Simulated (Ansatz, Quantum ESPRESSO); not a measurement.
**SrLiH3 (Pm-3m): modes at Γ and the response to a field**

Wanted: the vibrations of SrLiH3 (Pm-3m) at Γ, by two programs.

Program: Quantum ESPRESSO 7.5. Level of theory: DFT PBE, scalar-relativistic, plane waves, JTH PAW pseudopotentials. Results are calculated unless marked as measured.

Report form: the programs' logs are mostly left out.

### Step 1. The structure

The structure is cubic, space group Pm-3m (No. 221). Conventional cell: a = 4.631 Å, b = 4.631 Å, c = 4.631 Å, α = 90.00°, β = 90.00°, γ = 90.00°. Nearest to Li lie 12 H at 3.27 Å. Nearest to Sr lie 6 H at 2.32 Å. H has 2 Sr at 2.32 Å nearest. Farther neighbours are not listed.

### Step 2. A first look

A cheap run with smearing and empty bands tells whether the crystal has a gap, which decides between fixed occupations and smearing later on.

Contents of probe.in:

```
 &control
    calculation='scf',
    prefix='x',
    outdir='./tmp',
    pseudo_dir='./pseudo',
    tprnfor=.true.,
    tstress=.true.,
    verbosity='high',
 /
 &system
    ibrav=1,
    celldm(1)=8.75092673,
    nat=5,
    ntyp=3,
    ecutwfc=50.0,
    ecutrho=250.0,
    occupations='smearing',
    smearing='gaussian',
    degauss=0.01,
 /
 &electrons
    conv_thr=1.0d-07,
    mixing_beta=0.7,
    electron_maxstep=100,
 /
ATOMIC_SPECIES
 Li      6.9400  Li.upf
 Sr     87.6200  Sr.upf
 H       1.0080  H.upf
ATOMIC_POSITIONS crystal
 Li     0.000000000   0.000000000   0.000000000
 Sr     0.500000000   0.500000000   0.500000000
 H      0.000000000   0.500000000   0.500000000
 H      0.500000000   0.000000000   0.500000000
 H      0.500000000   0.500000000   0.000000000
K_POINTS automatic
 4 4 4 0 0 0
```

Command:

```console
$ OMP_NUM_THREADS=1 mpirun -n 4 pw.x -nk 4 -in probe.in > probe.out
```

The job ended after 5.1 s (4 MPI ranks of Arm Neoverse V1, shared host).

Numbers from this step:

- volume per atom: 19.86 Å³
- pressure: 0.1020 GPa
- gap on the k-mesh: 1.837 eV

A gap of 1.8 eV opens on this mesh, so the crystal is taken as an insulator; the start stands at 0.10 GPa.

### Step 3. Relaxation

Frequencies change by per cents with a per cent of volume, so the structure is first brought to rest at this level of theory.

Contents of relax.in:

```
 &control
    calculation='vc-relax',
    prefix='x',
    outdir='./tmp',
    pseudo_dir='./pseudo',
    tprnfor=.true.,
    tstress=.true.,
    forc_conv_thr=2.0d-05,
    etot_conv_thr=1.0d-07,
    nstep=40,
 /
 &system
    ibrav=1,
    celldm(1)=8.75092673,
    nat=5,
    ntyp=3,
    ecutwfc=50.0,
    ecutrho=250.0,
    occupations='fixed',
    nbnd=10,
 /
 &electrons
    conv_thr=1.0d-11,
    mixing_beta=0.7,
    electron_maxstep=100,
 /
 &ions
 /
 &cell
    press_conv_thr=0.1,
 /
ATOMIC_SPECIES
 Li      6.9400  Li.upf
 Sr     87.6200  Sr.upf
 H       1.0080  H.upf
ATOMIC_POSITIONS crystal
 Li     0.000000000   0.000000000   0.000000000
 Sr     0.500000000   0.500000000   0.500000000
 H      0.000000000   0.500000000   0.500000000
 H      0.500000000   0.000000000   0.500000000
 H      0.500000000   0.500000000   0.000000000
K_POINTS automatic
 6 6 6 0 0 0
```

Command:

```console
$ OMP_NUM_THREADS=1 mpirun -n 4 pw.x -nk 4 -in relax.in > relax.out
```

The job ended after 47 s (4 MPI ranks; 3.2 min of CPU time).

The steps of the relaxation:

```tsv
step	energy less that of the first step (eV)	largest force (eV/Å)	pressure (GPa)	volume (Å³)
1	0.0000	0.0000	0.10	99.30
2	0.0000	0.0000	0.09	99.35
3	-0.0001	0.0000	0.07	99.41
4	-0.0001	0.0000	0.06	99.49
5	-0.0001	0.0000	0.03	99.61
6	-0.0001	0.0000	0.00	99.74
7	-0.0001	0.0000	0.00	99.74
8	-0.0003	0.0000	0.00	99.74
```

```tsv
conventional cell, symmetrised	before	after	change
a (Å)	4.631	4.638	+0.1 %
b (Å)	4.631	4.638	+0.1 %
c (Å)	4.631	4.638	+0.1 %
volume (Å³/atom)	19.86	19.95	+0.4 %
```

The relaxed structure:

```xyz
5
Lattice="4.6376 0.0000 0.0000 0.0000 4.6376 0.0000 0.0000 0.0000 4.6376" Properties=species:S:1:pos:R:3 pbc="T T T"
Li    0.0000    0.0000    0.0000
Sr    2.3188    2.3188    2.3188
H     0.0000    2.3188    2.3188
H     2.3188    0.0000    2.3188
H     2.3188    2.3188    0.0000
```

The last row of the table of steps is pw.x's closing run on a basis chosen anew for the final cell, so its energy can jump.

Read from the output:

| Property | Result |
| --- | --- |
| volume per atom | 19.95 Å³ |
| pressure | 0 GPa |
| gap on the k-mesh | 1.843 eV |

The volume changes by +0.4 % from the cell with which this run began.

### Step 4. Ground state

Perturbation theory inherits every error of the wavefunctions, so the threshold is set near the limit of the arithmetic. With a gap, occupations are fixed, which also allows the response to an electric field.

Contents of scf.in:

```
 &control
    calculation='scf',
    prefix='x',
    outdir='./tmp',
    pseudo_dir='./pseudo',
    tprnfor=.true.,
    tstress=.true.,
 /
 &system
    ibrav=1,
    celldm(1)=8.76385129,
    nat=5,
    ntyp=3,
    ecutwfc=50.0,
    ecutrho=250.0,
    occupations='fixed',
    nbnd=10,
 /
 &electrons
    conv_thr=1.0d-12,
    mixing_beta=0.7,
    electron_maxstep=100,
 /
ATOMIC_SPECIES
 Li      6.9400  Li.upf
 Sr     87.6200  Sr.upf
 H       1.0080  H.upf
ATOMIC_POSITIONS crystal
 Li     0.000000000   0.000000000   0.000000000
 Sr     0.500000000   0.500000000   0.500000000
 H      0.000000000   0.500000000   0.500000000
 H      0.500000000   0.000000000   0.500000000
 H      0.500000000   0.500000000   0.000000000
K_POINTS automatic
 6 6 6 0 0 0
```

Command:

```console
$ OMP_NUM_THREADS=1 mpirun -n 4 pw.x -nk 4 -in scf.in > scf.out
```

Elapsed: 8.4 s, on 4 MPI ranks; 33 s of CPU time.

The cell stands at 0 GPa, close enough for phonons.

### Step 5. Zone-centre response

At q = 0 one unit cell holds all displacements; symmetry groups them into irreducible representations that are solved one by one. The response to a field gives ε∞ and the Born charges, which polar modes need.

Contents of ph.in:

```
phonons
 &inputph
    prefix='x',
    outdir='./tmp',
    fildyn='g.dyn',
    tr2_ph=1.0d-18,
    epsil=.true.,
 /
0.000000000 0.000000000 0.000000000
```

Command:

```console
$ OMP_NUM_THREADS=1 mpirun -n 4 ph.x -nk 4 -in ph.in > ph.out
```

Wall time 5.3 min (4 MPI ranks).

Read from the output:

```yaml
miss_of_the_charge_sum_rule: 0.01645 e
largest_acoustic_frequency_at_the_zone_centre_before_the_sum_rule: -9.24 cm⁻¹
highest_optical_zone_centre_mode_no_lo_to_term: 1251 cm⁻¹
lowest_optical_zone_centre_mode: -403.9 cm⁻¹
mean_high_frequency_dielectric_constant: 3.601
largest_born_charge_in_size_third_of_the_trace: 1.616 e
```

Born charge (rows field, columns displacement), before the sum rule (e), principal values of the symmetric part by kind of site:

```tsv
atom	atoms with these values	low	middle	high	mean
Li1	1	1.41	1.41	1.41	1.41
Sr2	1	1.62	1.62	1.62	1.62
H3	3	-1.05	-1.00	-1.00	-1.01
```

In full for Li1:

```
1.41 0.00 0.00
0.00 1.41 0.00
0.00 0.00 1.41
```

High-frequency dielectric tensor:

```
3.60 0.00 0.00
0.00 3.60 0.00
0.00 0.00 3.60
```

The acoustic modes at Γ come out as far as 9.2 cm⁻¹ from zero, where they should vanish, a small numerical error; the Born charges miss their sum rule by 0.016 e, which is good. The lowest optical mode is imaginary, 404i cm⁻¹, an instability at this level and on this k mesh.

### Step 6. Modes with the sum rule

A rigid shift of the crystal must cost nothing, but grids and finite bases break this; the acoustic sum rule is imposed before the matrix is diagonalised again. With Born charges the intensities follow; a static dielectric tensor has no meaning with imaginary modes.

Contents of dynmat.in:

```
 &input
    fildyn='g.dyn',
    asr='simple',
    fileig='dynmat.eig',
    lperm=.true.,
 /
```

Command:

```console
$ dynmat.x -in dynmat.in > dynmat.out
```

It took 0.45 s on 1 thread.

Read from the output:

```yaml
highest_optical_zone_centre_mode_no_lo_to_term: 1252 cm⁻¹
lowest_optical_zone_centre_mode: -403.3 cm⁻¹
```

Unit eigenvectors of the mass-weighted matrix after the sum rule; no LO-TO term. The modes at Γ (shares of kinetic energy by element, %) (negative means imaginary):

```tsv
mode	frequency (cm⁻¹)	Li %	Sr %	H %
1	-403.3	0	0	100
2	-403.3	0	0	100
3	-403.3	0	0	100
4	-396.6	39	0	61
5	-396.6	39	0	61
6	-396.6	39	0	61
7	0.0	7	90	3
8	0.0	7	90	3
9	0.0	7	90	3
10	260.7	54	9	37
11	260.7	54	9	37
12	260.7	54	9	37
13	1251.6	0	1	99
14	1251.6	0	1	99
15	1251.6	0	1	99
```

Displacements in mode 2 (-403.3 cm⁻¹), the largest set to 1:
```
Li1  0.00  0.00  0.00
Sr2  0.00  0.00  0.00
H3   0.00  0.05  1.00
H4  -0.01  0.00 -1.00
H5   0.01 -0.05  0.00
```

Displacements in mode 4 (-396.6 cm⁻¹), the largest set to 1:
```
Li1 -0.01  0.01  0.43
Sr2  0.00  0.00 -0.01
H3   0.00 -0.02 -1.00
H4   0.03  0.00 -1.00
H5   0.03 -0.02 -0.07
```

Degenerate modes summed, no LO-TO term; imaginary modes left out. Lines of the infrared spectrum (strongest = 100):

```tsv
position (cm⁻¹)	lines merged	label	IR intensity, relative
261	3	T1u	27
1252	3	T1u	100
```

The rule also moves an optical mode by 1.0 cm⁻¹.

### Step 7. Sum rules set otherwise: a sum rule for molecules or wires on a crystal

This rule also removes rotations, which suits molecules and not a crystal; it is tried to see the harm.

Contents of dynmat.in:

```
 &input
    fildyn='g.dyn',
    asr='zero-dim',
    fileig='dynmat.eig',
    lperm=.true.,
 /
```

Command:

```console
$ dynmat.x -in dynmat.in > dynmat.out
```

It took 0.46 s on 1 thread.

The run ended normally, but on settings that are not sound.

The fault: a sum rule for molecules or wires on a crystal; 3 optical modes are projected out to zero frequency, as if they were rotations.

For a crystal the rule has to be 'simple' or 'crystal'.

Zone-centre frequencies as printed; negative means imaginary. Modes:

```tsv
mode	frequency (cm⁻¹)
1	-463.7
2	-463.7
3	-397.9
4	-82.07
5	-82.07
6	0
7	0
8	0
9	0
10	0
11	0
12	260.3
13	1231
14	1231
15	1251
```

### Step 8. Modes along a direction of q (1 0 0)

A longitudinal polar mode sets up a macroscopic field that stiffens it; the term hangs on the direction from which q goes to zero.

Contents of dynmat.in:

```
 &input
    fildyn='g.dyn',
    asr='simple',
    fileig='dynmat.eig',
    q(1)=1.0,
    q(2)=0.0,
    q(3)=0.0,
 /
```

Command:

```console
$ dynmat.x -in dynmat.in > dynmat.out
```

Wall time 0.45 s (1 thread).

Numbers from this step:

| Quantity | Value |
| --- | --- |
| highest mode moved by the LO-TO term | 1314 cm⁻¹ |

Zone-centre frequencies as printed; negative means imaginary. Modes:

```tsv
mode	frequency (cm⁻¹)
1	-403.3
2	-403.3
3	-403.3
4	-396.6
5	-396.6
6	0
7	0
8	0
9	105.9
10	260.7
11	260.7
12	445.6
13	1252
14	1252
15	1314
```

The field moves 3 modes; the highest of them now lies at 1314 cm⁻¹, where the highest that moved away lay at 1252.

### Step 9. A second program

The same cell goes through another code, with its own cutoff. The potentials differ. Its k mesh is centred on Γ.

This step: DFT PBE, scalar-relativistic, plane waves, PAW (Ansatz 0.2.0).

Contents of input.yaml:

```yaml
crystal:
  lattice:
    - [4.6376303817, 0.0, 0.0]
    - [0.0, 4.6376303817, 0.0]
    - [0.0, 0.0, 4.6376303817]
  atoms:
    - { symbol: Li, position: [0.0, 0.0, 0.0] }
    - { symbol: Sr, position: [0.5, 0.5, 0.5] }
    - { symbol: H, position: [0.0, 0.5, 0.5] }
    - { symbol: H, position: [0.5, 0.0, 0.5] }
    - { symbol: H, position: [0.5, 0.5, 0.0] }
kpoints:
  mp_grid: { grid: [6, 6, 6] }
hamiltonian:
  xc: pbe
scf:
  occupations: { method: fixed }
output:
  eigenvalues: true
phonons:
  method: dfpt
  dielectric: true
  rigid_motions: translations
```

Command:

```console
$ ansatz run input.yaml --threads 4 --pin off --max-ram 8192MiB --backend cpu --events-out ev --progress --plain --runs-dir out
```

The job ended after 16 s (4 threads; peak memory 0.67 GiB).

This step gave:

- gap on the k-mesh: 1.838 eV
- sum-rule residual before enforcement: 2.76e-4 eV/Å²
- miss of the charge sum rule: 0.001439 e
- estimated error of the dielectric tensor: 0.008724
- estimated error of the Born charges: 0.01097 e
- highest optical zone-centre mode (no LO-TO term): 1251 cm⁻¹
- lowest optical zone-centre mode: -405.9 cm⁻¹
- mean high-frequency dielectric constant: 3.607
- highest mode moved by the LO-TO term: 1315 cm⁻¹

Transverse modes; imaginary modes left out. Infrared lines, with heights relative to the strongest:

```tsv
position (cm⁻¹)	label	IR intensity ((D/Å)²/amu), degenerate modes summed, relative
260	T1u	27
1252	T1u	100
```

### Step 10. The two compared: QE JTH and Ansatz, PAW

Worked out from the results:

```
root-mean-square difference : 1.91 cm⁻¹
largest difference          : 2.68 cm⁻¹
```

The 12 of 12 modes that differ most. Frequencies side by side:

```tsv
q (reciprocal lattice)	mode	QE JTH (cm⁻¹)	Ansatz, PAW (cm⁻¹)
0 0 0	1	-403.3	-405.9
0 0 0	2	-403.3	-405.9
0 0 0	3	-403.3	-405.9
0 0 0	4	-396.6	-399.3
0 0 0	5	-396.6	-399.3
0 0 0	6	-396.6	-399.3
0 0 0	10	260.7	259.9
0 0 0	11	260.7	259.9
0 0 0	12	260.7	259.9
0 0 0	13	1252	1251
0 0 0	14	1252	1251
0 0 0	15	1252	1251
```

The two runs side by side. Further quantities:

```tsv
quantity	QE JTH	Ansatz, PAW
mean ε∞	3.601	3.607
largest Born charge in size (e; the first before, the second after the charge sum rule)	1.616	1.616
```

At the zone centre the largest difference (acoustic modes at Γ apart) is 0.2 % of the highest mode.

### Step 11. What came out

| Quantity | Value |
| --- | --- |
| space group after relaxation | Pm-3m |
| volume per atom | 19.9 Å³ |
| gap on the k-mesh | 1.84 eV |
| highest optical zone-centre mode (no LO-TO term) | 1252 cm⁻¹ |
| lowest optical zone-centre mode | -403.3 cm⁻¹ |
| highest mode moved by the LO-TO term | 1314 cm⁻¹ |
| mean high-frequency dielectric constant | 3.60 |
| largest Born charge in size (third of the trace) | 1.62 e |
| imaginary optical modes at the zone centre (no q mesh in this session) | yes |
| largest difference from Ansatz, PAW | 2.68 cm⁻¹ |

What this shows: At the PBE level the optical modes of SrLiH3 (Pm-3m) at the zone centre (no LO-TO term) run from 403i to 1252 cm⁻¹, so the structure is a saddle point, with 6 modes beyond 10i cm⁻¹ there. Along the directions run, the highest mode that the macroscopic field moves lies at 1314 cm⁻¹. Of the 12 optical modes, 3 are silent and 9 are infrared active alone. QE JTH and Ansatz, PAW differ by 1.9 cm⁻¹ in the root mean square and by 2.7 cm⁻¹ at most, 0.2 % of the highest mode compared (acoustic modes at Γ left out); the two use different potentials, and the cell was not relaxed for the second set. These are harmonic frequencies at zero temperature: anharmonic shifts and linewidths and thermal expansion are left out. The structure comes from a database and need not be the phase that is stable at ambient conditions.

[Host names and launcher messages were left out of these logs when they were recorded.]

[Logs are printed without paths, hosts, clocks, repeated set-up lines and the standing remarks that a program may print on its own settings, such as how far it seeks lower states.]

[Hosts, paths, dates, database ids (printed as entryN), source tags and the programs' standing remarks are cut or masked in the printed files.]
